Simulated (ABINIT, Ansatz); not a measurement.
# RbCdH3 (Pm-3m): zone-centre phonons, part 4 of 5

Wanted: the vibrations of RbCdH3 (Pm-3m) at Γ, by two programs.

ABINIT 10.8.3; DFT PBE, scalar-relativistic, plane waves, PseudoDojo norm-conserving pseudopotentials.

So far, lowest optical zone-centre mode (cm⁻¹): step 5 (zone-centre analysis) 89.3. The relaxed cell has a = 4.214 Å (conventional setting).

The structure was built from a prototype and need not be the compound's stable phase.

## Step 6: Sum rules set otherwise (asr 0)

Without the rule the raw error of the acoustic modes shows.

Input file anaddb.abi:

```
ddb_filepath "gamma_DDB"
output_file "anaddb.abo"
outdata_prefix "anaddb"
asr 0
chneut 0
enunit 2
eivec 1
nph1l 1
qph1l 0.0 0.0 0.0 1.0
```

Input file mrgddb.in:

```
gamma_DDB
merged
2
dfpt_gammao_DDB
gso_DDB
```

Command:

```console
> mrgddb < mrgddb.in > mrgddb.log
> OMP_NUM_THREADS=1 anaddb anaddb.abi > anaddb.log
```

anaddb.abo, the main output file:

```text
-outvars_anaddb: echo values of input variables ----------------------

 Miscellaneous information :
      enunit         2
       eivec         1
      chneut         0
 First list of wavevector (reduced coord.) :
       nph1l         1
       qph1l
                     0.00000000E+00  0.00000000E+00  0.00000000E+00    1.000E+00

================================================================================

 read the DDB information and perform some checks

  ==== Info on the Cryst% object ====
 Real(R)+Recip(G) space primitive vectors, cartesian coordinates (Bohr,Bohr^-1):
 R(1)=  7.9633213  0.0000000  0.0000000  G(1)=  0.1255757  0.0000000  0.0000000
 R(2)=  0.0000000  7.9633213  0.0000000  G(2)=  0.0000000  0.1255757  0.0000000
 R(3)=  0.0000000  0.0000000  7.9633213  G(3)=  0.0000000  0.0000000  0.1255757
 Unit cell volume ucvol=  5.0498993E+02 bohr^3
 Angles (23,13,12)=  9.00000000E+01  9.00000000E+01  9.00000000E+01 degrees
 Time-reversal symmetry is present
 Reduced atomic positions [iatom, xred, symbol]:
    1)    0.0000000  0.0000000  0.0000000  Rb
    2)    0.5000000  0.5000000  0.5000000  Cd
    3)    0.5000000  0.5000000  0.0000000   H
    4)    0.5000000  0.0000000  0.5000000   H
    5)    0.0000000  0.5000000  0.5000000   H

 DDB file with 3 blocks has been read.

================================================================================

 Treat the first list of vectors

  Phonon wavevector (reduced coordinates) :  0.00000  0.00000  0.00000
 Phonon energies in Hartree :
  -2.610514E-05 -2.610514E-05 -2.610514E-05  4.070335E-04  4.070335E-04
   4.070335E-04  1.834553E-03  1.834553E-03  1.834553E-03  2.754883E-03
   2.754883E-03  2.754883E-03  4.335007E-03  4.335007E-03  4.335007E-03
 Phonon energies in meV     :
- -7.103570E-01 -7.103570E-01 -7.103570E-01  1.107595E+01  1.107595E+01
-  1.107595E+01  4.992073E+01  4.992073E+01  4.992073E+01  7.496418E+01
-  7.496418E+01  7.496418E+01  1.179615E+02  1.179615E+02  1.179615E+02
 Phonon frequencies in cm-1    :
- -5.729416E+00 -5.729416E+00 -5.729416E+00  8.933353E+01  8.933353E+01
-  8.933353E+01  4.026379E+02  4.026379E+02  4.026379E+02  6.046269E+02
-  6.046269E+02  6.046269E+02  9.514240E+02  9.514240E+02  9.514240E+02
 Phonon frequencies in Thz     :
- -1.717636E-01 -1.717636E-01 -1.717636E-01  2.678152E+00  2.678152E+00
-  2.678152E+00  1.207078E+01  1.207078E+01  1.207078E+01  1.812626E+01
-  1.812626E+01  1.812626E+01  2.852297E+01  2.852297E+01  2.852297E+01
 Phonon energies in Kelvin  :
- -8.243351E+00 -8.243351E+00 -8.243351E+00  1.285310E+02  1.285310E+02
-  1.285310E+02  5.793060E+02  5.793060E+02  5.793060E+02  8.699232E+02
-  8.699232E+02  8.699232E+02  1.368887E+03  1.368887E+03  1.368887E+03

 Eigendisplacements
 (will be given, for each mode : in cartesian coordinates
   for each atom the real part of the displacement vector,
   then the imaginary part of the displacement vector - absolute values smaller than 1.0d-7 are set to zero)
  Mode number    1   Energy   -2.610514E-05
 Attention : low frequency mode.
   (Could be unstable or acoustic mode)
-  1  0.00000000E+00  0.00000000E+00  1.62797870E-03
-     0.00000000E+00  0.00000000E+00  0.00000000E+00
-  2  0.00000000E+00  0.00000000E+00  1.67110332E-03
-     0.00000000E+00  0.00000000E+00  0.00000000E+00
-  3  0.00000000E+00  0.00000000E+00  1.64168039E-03
-     0.00000000E+00  0.00000000E+00  0.00000000E+00
-  4  0.00000000E+00  0.00000000E+00  1.64113409E-03
-     0.00000000E+00  0.00000000E+00  0.00000000E+00
-  5  0.00000000E+00  0.00000000E+00  1.64113409E-03
-     0.00000000E+00  0.00000000E+00  0.00000000E+00
  Mode number    2   Energy   -2.610514E-05
 Attention : low frequency mode.
   (Could be unstable or acoustic mode)
-  1  2.03287859E-07  1.62797869E-03  0.00000000E+00
-     0.00000000E+00  0.00000000E+00  0.00000000E+00
-  2  2.08672888E-07  1.67110331E-03  0.00000000E+00
-     0.00000000E+00  0.00000000E+00  0.00000000E+00
-  3  2.04930590E-07  1.64113408E-03  0.00000000E+00
-     0.00000000E+00  0.00000000E+00  0.00000000E+00
-  4  2.04930590E-07  1.64168037E-03  0.00000000E+00
-     0.00000000E+00  0.00000000E+00  0.00000000E+00
-  5  2.04998807E-07  1.64113408E-03  0.00000000E+00
-     0.00000000E+00  0.00000000E+00  0.00000000E+00
  Mode number    3   Energy   -2.610514E-05
 Attention : low frequency mode.
   (Could be unstable or acoustic mode)
-  1  1.62797869E-03 -2.03287891E-07  0.00000000E+00
-     0.00000000E+00  0.00000000E+00  0.00000000E+00
-  2  1.67110331E-03 -2.08672921E-07  0.00000000E+00
-     0.00000000E+00  0.00000000E+00  0.00000000E+00
-  3  1.64113408E-03 -2.04930622E-07  0.00000000E+00
-     0.00000000E+00  0.00000000E+00  0.00000000E+00
-  4  1.64113408E-03 -2.04998839E-07  0.00000000E+00
-     0.00000000E+00  0.00000000E+00  0.00000000E+00
-  5  1.64168037E-03 -2.04930622E-07  0.00000000E+00
-     0.00000000E+00  0.00000000E+00  0.00000000E+00
  Mode number    4   Energy    4.070335E-04
-  1  0.00000000E+00  0.00000000E+00  1.91301929E-03
-     0.00000000E+00  0.00000000E+00  0.00000000E+00
-  2  0.00000000E+00  0.00000000E+00 -1.44076491E-03
-     0.00000000E+00  0.00000000E+00  0.00000000E+00
-  3  0.00000000E+00  0.00000000E+00  8.76288399E-04
-     0.00000000E+00  0.00000000E+00  0.00000000E+00
-  4  0.00000000E+00  0.00000000E+00  9.13213259E-04
-     0.00000000E+00  0.00000000E+00  0.00000000E+00
-  5  0.00000000E+00  0.00000000E+00  9.13213259E-04
-     0.00000000E+00  0.00000000E+00  0.00000000E+00
  Mode number    5   Energy    4.070335E-04
-  1  1.78004749E-07  1.91301928E-03  0.00000000E+00
-     0.00000000E+00  0.00000000E+00  0.00000000E+00
-  2 -1.34061898E-07 -1.44076491E-03  0.00000000E+00
-     0.00000000E+00  0.00000000E+00  0.00000000E+00
-  3  0.00000000E+00  9.13213255E-04  0.00000000E+00
-     0.00000000E+00  0.00000000E+00  0.00000000E+00
-  4  0.00000000E+00  8.76288395E-04  0.00000000E+00
-     0.00000000E+00  0.00000000E+00  0.00000000E+00
-  5  0.00000000E+00  9.13213255E-04  0.00000000E+00
-     0.00000000E+00  0.00000000E+00  0.00000000E+00
  Mode number    6   Energy    4.070335E-04
-  1  1.91301928E-03 -1.78004692E-07  0.00000000E+00
-     0.00000000E+00  0.00000000E+00  0.00000000E+00
-  2 -1.44076491E-03  1.34061855E-07  0.00000000E+00
-     0.00000000E+00  0.00000000E+00  0.00000000E+00
-  3  9.13213255E-04  0.00000000E+00  0.00000000E+00
-     0.00000000E+00  0.00000000E+00  0.00000000E+00
-  4  9.13213255E-04  0.00000000E+00  0.00000000E+00
-     0.00000000E+00  0.00000000E+00  0.00000000E+00
-  5  8.76288395E-04  0.00000000E+00  0.00000000E+00
-     0.00000000E+00  0.00000000E+00  0.00000000E+00
  Mode number    7   Energy    1.834553E-03
-  1  0.00000000E+00  0.00000000E+00 -3.29465695E-04
-     0.00000000E+00  0.00000000E+00  0.00000000E+00
-  2  0.00000000E+00  0.00000000E+00 -1.08218248E-04
-     0.00000000E+00  0.00000000E+00  0.00000000E+00
-  3  0.00000000E+00  1.53698749E-06  1.27769917E-02
-     0.00000000E+00  0.00000000E+00  0.00000000E+00
-  4  0.00000000E+00  1.44285208E-06  1.36105957E-02
-     0.00000000E+00  0.00000000E+00  0.00000000E+00
-  5  0.00000000E+00  1.53698749E-06  1.36105957E-02
-     0.00000000E+00  0.00000000E+00  0.00000000E+00
  Mode number    8   Energy    1.834553E-03
-  1  0.00000000E+00  3.29465695E-04  0.00000000E+00
-     0.00000000E+00  0.00000000E+00  0.00000000E+00
-  2  0.00000000E+00  1.08218248E-04  0.00000000E+00
-     0.00000000E+00  0.00000000E+00  0.00000000E+00
-  3 -1.49536671E-07 -1.36105957E-02  1.44285131E-06
-     0.00000000E+00  0.00000000E+00  0.00000000E+00
-  4 -1.49536671E-07 -1.27769917E-02  1.53698667E-06
-     0.00000000E+00  0.00000000E+00  0.00000000E+00
-  5 -1.40378044E-07 -1.36105957E-02  1.53698667E-06
-     0.00000000E+00  0.00000000E+00  0.00000000E+00
  Mode number    9   Energy    1.834553E-03
-  1  3.29465697E-04  0.00000000E+00  0.00000000E+00
-     0.00000000E+00  0.00000000E+00  0.00000000E+00
-  2  1.08218248E-04  0.00000000E+00  0.00000000E+00
-     0.00000000E+00  0.00000000E+00  0.00000000E+00
-  3 -1.36105958E-02  1.49528183E-07  0.00000000E+00
-     0.00000000E+00  0.00000000E+00  0.00000000E+00
-  4 -1.36105958E-02  1.40370075E-07  0.00000000E+00
-     0.00000000E+00  0.00000000E+00  0.00000000E+00
-  5 -1.27769917E-02  1.49528183E-07  0.00000000E+00
-     0.00000000E+00  0.00000000E+00  0.00000000E+00
  Mode number   10   Energy    2.754883E-03
-  1  0.00000000E+00  0.00000000E+00  0.00000000E+00
-     0.00000000E+00  0.00000000E+00  0.00000000E+00
-  2  0.00000000E+00  0.00000000E+00  0.00000000E+00
-     0.00000000E+00  0.00000000E+00  0.00000000E+00
-  3  0.00000000E+00  8.62087178E-07  0.00000000E+00
-     0.00000000E+00  0.00000000E+00  0.00000000E+00
-  4  0.00000000E+00  0.00000000E+00  1.64963404E-02
-     0.00000000E+00  0.00000000E+00  0.00000000E+00
-  5  0.00000000E+00 -8.62087178E-07 -1.64963404E-02
-     0.00000000E+00  0.00000000E+00  0.00000000E+00
  Mode number   11   Energy    2.754883E-03
-  1  0.00000000E+00  0.00000000E+00  0.00000000E+00
-     0.00000000E+00  0.00000000E+00  0.00000000E+00
-  2  0.00000000E+00  0.00000000E+00  0.00000000E+00
-     0.00000000E+00  0.00000000E+00  0.00000000E+00
-  3  8.19289681E-07  1.64963404E-02  0.00000000E+00
-     0.00000000E+00  0.00000000E+00  0.00000000E+00
-  4 -8.19289681E-07  0.00000000E+00 -8.62087179E-07
-     0.00000000E+00  0.00000000E+00  0.00000000E+00
-  5  0.00000000E+00 -1.64963404E-02  8.62087179E-07
-     0.00000000E+00  0.00000000E+00  0.00000000E+00
  Mode number   12   Energy    2.754883E-03
-  1  0.00000000E+00  0.00000000E+00  0.00000000E+00
-     0.00000000E+00  0.00000000E+00  0.00000000E+00
-  2  0.00000000E+00  0.00000000E+00  0.00000000E+00
-     0.00000000E+00  0.00000000E+00  0.00000000E+00
-  3  1.64963404E-02 -8.19289683E-07  0.00000000E+00
-     0.00000000E+00  0.00000000E+00  0.00000000E+00
-  4 -1.64963404E-02  0.00000000E+00  0.00000000E+00
-     0.00000000E+00  0.00000000E+00  0.00000000E+00
-  5  0.00000000E+00  8.19289683E-07  0.00000000E+00
-     0.00000000E+00  0.00000000E+00  0.00000000E+00
  Mode number   13   Energy    4.335007E-03
-  1  0.00000000E+00  0.00000000E+00  7.17412762E-06
-     0.00000000E+00  0.00000000E+00  0.00000000E+00
-  2  0.00000000E+00  0.00000000E+00  5.05331054E-06
-     0.00000000E+00  0.00000000E+00  0.00000000E+00
-  3  0.00000000E+00  0.00000000E+00 -1.94304911E-02
-     0.00000000E+00  0.00000000E+00  0.00000000E+00
-  4  0.00000000E+00  0.00000000E+00  9.12982206E-03
-     0.00000000E+00  0.00000000E+00  0.00000000E+00
-  5  0.00000000E+00  0.00000000E+00  9.12982206E-03
-     0.00000000E+00  0.00000000E+00  0.00000000E+00
  Mode number   14   Energy    4.335007E-03
-  1  0.00000000E+00  7.17412753E-06  0.00000000E+00
-     0.00000000E+00  0.00000000E+00  0.00000000E+00
-  2  0.00000000E+00  5.05331047E-06  0.00000000E+00
-     0.00000000E+00  0.00000000E+00  0.00000000E+00
-  3  1.46579068E-06  9.12982194E-03  0.00000000E+00
-     0.00000000E+00  0.00000000E+00  0.00000000E+00
-  4  1.46579068E-06 -1.94304908E-02  0.00000000E+00
-     0.00000000E+00  0.00000000E+00  0.00000000E+00
-  5 -3.11956055E-06  9.12982194E-03  0.00000000E+00
-     0.00000000E+00  0.00000000E+00  0.00000000E+00
  Mode number   15   Energy    4.335007E-03
-  1  7.17412753E-06  0.00000000E+00  0.00000000E+00
-     0.00000000E+00  0.00000000E+00  0.00000000E+00
-  2  5.05331047E-06  0.00000000E+00  0.00000000E+00
-     0.00000000E+00  0.00000000E+00  0.00000000E+00
-  3  9.12982194E-03 -1.46579068E-06  0.00000000E+00
-     0.00000000E+00  0.00000000E+00  0.00000000E+00
-  4  9.12982194E-03  3.11956055E-06  0.00000000E+00
-     0.00000000E+00  0.00000000E+00  0.00000000E+00
-  5 -1.94304908E-02 -1.46579068E-06  0.00000000E+00
-     0.00000000E+00  0.00000000E+00  0.00000000E+00

 Analysis of degeneracies and characters (maximum tolerance=1.00E-06 a.u.)
 For each vibration mode, or group of modes if degenerate,
 the characters are given for each symmetry operation (see the list in the log file).
 Symmetry characters of vibration mode #   1
       degenerate with vibration modes #   2 to    3
  3.0 -3.0 -1.0  1.0 -1.0  1.0 -1.0  1.0  1.0 -1.0 -1.0  1.0  1.0 -1.0 -1.0  1.0
  0.0 -0.0  0.0 -0.0 -0.0  0.0 -0.0  0.0  1.0 -1.0 -1.0  1.0 -1.0  1.0  1.0 -1.0
  0.0 -0.0 -0.0  0.0 -0.0  0.0  0.0 -0.0  1.0 -1.0  1.0 -1.0 -1.0  1.0 -1.0  1.0
 Symmetry characters of vibration mode #   4
       degenerate with vibration modes #   5 to    6
  3.0 -3.0 -1.0  1.0 -1.0  1.0 -1.0  1.0  1.0 -1.0 -1.0  1.0  1.0 -1.0 -1.0  1.0
 -0.0  0.0  0.0 -0.0  0.0 -0.0  0.0 -0.0  1.0 -1.0 -1.0  1.0 -1.0  1.0  1.0 -1.0
 -0.0  0.0  0.0 -0.0  0.0 -0.0  0.0 -0.0  1.0 -1.0  1.0 -1.0 -1.0  1.0 -1.0  1.0
 Symmetry characters of vibration mode #   7
       degenerate with vibration modes #   8 to    9
  3.0 -3.0 -1.0  1.0 -1.0  1.0 -1.0  1.0  1.0 -1.0 -1.0  1.0  1.0 -1.0 -1.0  1.0
  0.0 -0.0  0.0 -0.0 -0.0  0.0  0.0 -0.0  1.0 -1.0 -1.0  1.0 -1.0  1.0  1.0 -1.0
  0.0 -0.0 -0.0  0.0  0.0 -0.0  0.0 -0.0  1.0 -1.0  1.0 -1.0 -1.0  1.0 -1.0  1.0
 Symmetry characters of vibration mode #  10
       degenerate with vibration modes #  11 to   12
  3.0 -3.0 -1.0  1.0 -1.0  1.0 -1.0  1.0 -1.0  1.0  1.0 -1.0 -1.0  1.0  1.0 -1.0
  0.0 -0.0  0.0 -0.0 -0.0  0.0 -0.0  0.0 -1.0  1.0  1.0 -1.0  1.0 -1.0 -1.0  1.0
  0.0 -0.0 -0.0  0.0 -0.0  0.0  0.0 -0.0 -1.0  1.0 -1.0  1.0  1.0 -1.0  1.0 -1.0
 Symmetry characters of vibration mode #  13
       degenerate with vibration modes #  14 to   15
  3.0 -3.0 -1.0  1.0 -1.0  1.0 -1.0  1.0  1.0 -1.0 -1.0  1.0  1.0 -1.0 -1.0  1.0
 -0.0  0.0 -0.0  0.0  0.0 -0.0  0.0 -0.0  1.0 -1.0 -1.0  1.0 -1.0  1.0  1.0 -1.0
 -0.0  0.0  0.0 -0.0  0.0 -0.0 -0.0  0.0  1.0 -1.0  1.0 -1.0 -1.0  1.0 -1.0  1.0
-
```

It took 0.5 s on 1 thread of Arm Neoverse V1, shared host.

Read from the output:

| Item | Value |
| --- | --- |
| lowest optical zone-centre mode | 89.33 cm⁻¹ |

Zone-centre frequencies as printed; negative means imaginary. Modes:

```
mode  frequency (cm⁻¹)
   1             -5.73
   2             -5.73
   3             -5.73
   4             89.33
   5             89.33
   6             89.33
   7             402.6
   8             402.6
   9             402.6
  10             604.6
  11             604.6
  12             604.6
  13             951.4
  14             951.4
  15             951.4
```

[end of part 4 of 5]

[Host names and launcher messages were left out of these logs when they were recorded.]

[Logs are printed without paths, hosts, clocks, repeated set-up lines and the standing remarks that a program may print on its own settings, such as how far it seeks lower states.]

[Hosts, paths, dates, database ids (printed as entryN), source tags and the programs' standing remarks are cut or masked in the printed files.]
